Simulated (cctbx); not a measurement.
## Symmetry from intensities

Cell: a = 6.6700 Å, b = 11.7170 Å, c = 11.8770 Å, α = 90.00°, β = 90.00°, γ = 90.00°. Expected content of the cell: Ba4 Te16 Sn8.

Simulated single-crystal data (cctbx): Cu Kα, λ = 1.54184 Å, to d = 0.83 Å, 70 % of the full sphere, strongest reflection 20000 counts, noise from counting, a 3 % proportional error and a noise floor of 2 counts (s.d.); no absorption.

A first pass over the reflections prints:

```text
4742 reflections to d = 0.830 A
centring   violations  <I/sigma> of those
    A        896 of  2391      5.8
    B        896 of  2382      5.8
    C          0 of  2403     -0.0
    I        881 of  2377      5.9
    R       1274 of  3158      7.3
    F        896 of  3588      3.9
Laue class    unique    Rint  (classes that these axes allow; Friedel mates merged)
C 1 2/m 1         875   0.026
C 2/m 1 1         905   0.027
C m m m           510   0.029
space group    extra absences  I>4sigma  <I/sigma>
C 2 2 21               13          0      -0.3  acentric
C 2 2 2                 0          0         -  acentric
C m m 2                 0          0         -  acentric
C m c 21               64          0      -0.1  acentric
C c m 21              105          0       0.1  acentric
C c c 2               156          0       0.0  acentric
C 2 m m                 0          0         -  acentric
C m 2 m                 0          0         -  acentric
C 2 c m                64          0      -0.1  acentric
C c 2 m               105          0       0.1  acentric
C m c m                64          0      -0.1  centric
C c m m               105          0       0.1  centric
C m m m                 0          0         -  centric
C c c m               156          0       0.0  centric
Wilson B = 0.96 A^2   <|E^2-1|> = 0.954 (0.968 centric, 0.736 acentric)   E^2>4: 3.4 %
shell (A)         n   <I/sigma>
11.88 - 1.66     73     28.0
 1.66 - 1.32     71     31.9
 1.32 - 1.15     64     29.2
 1.15 - 1.05     61     26.7
 1.05 - 0.97     54     31.9
 0.97 - 0.91     72     26.7
 0.91 - 0.87     60     21.7
 0.87 - 0.83     55     29.4
```

Q: Read the symmetry from these tables.

The reflections that C centring forbids are absent (⟨I/σ⟩ near 0), so the lattice is C.

Rint stays low (0.026 to 0.029) up to C m m m, the highest class in these axes.

14 settings pass the absence test. The most absences obeyed, 156, belong to C c c 2 and C c c m, which absences can't tell apart.

⟨|E²−1|⟩ = 0.954 leans to a centrosymmetric structure. The Wilson B of 0.96 Å² means U ≈ 0.0122 Å².

The true group is Cccm (no. 66), Laue class mmm, centrosymmetric. The tables only narrow the choice to the tied entries; cell content, site symmetry and trial solutions must settle it.

The model is made up (kin elements in a known structure type, no relaxation), so it says nothing on whether the phase exists.

[Logs are printed without paths, hosts, clocks, repeated set-up lines and the standing remarks that a program may print on its own settings, such as how far it seeks lower states.]
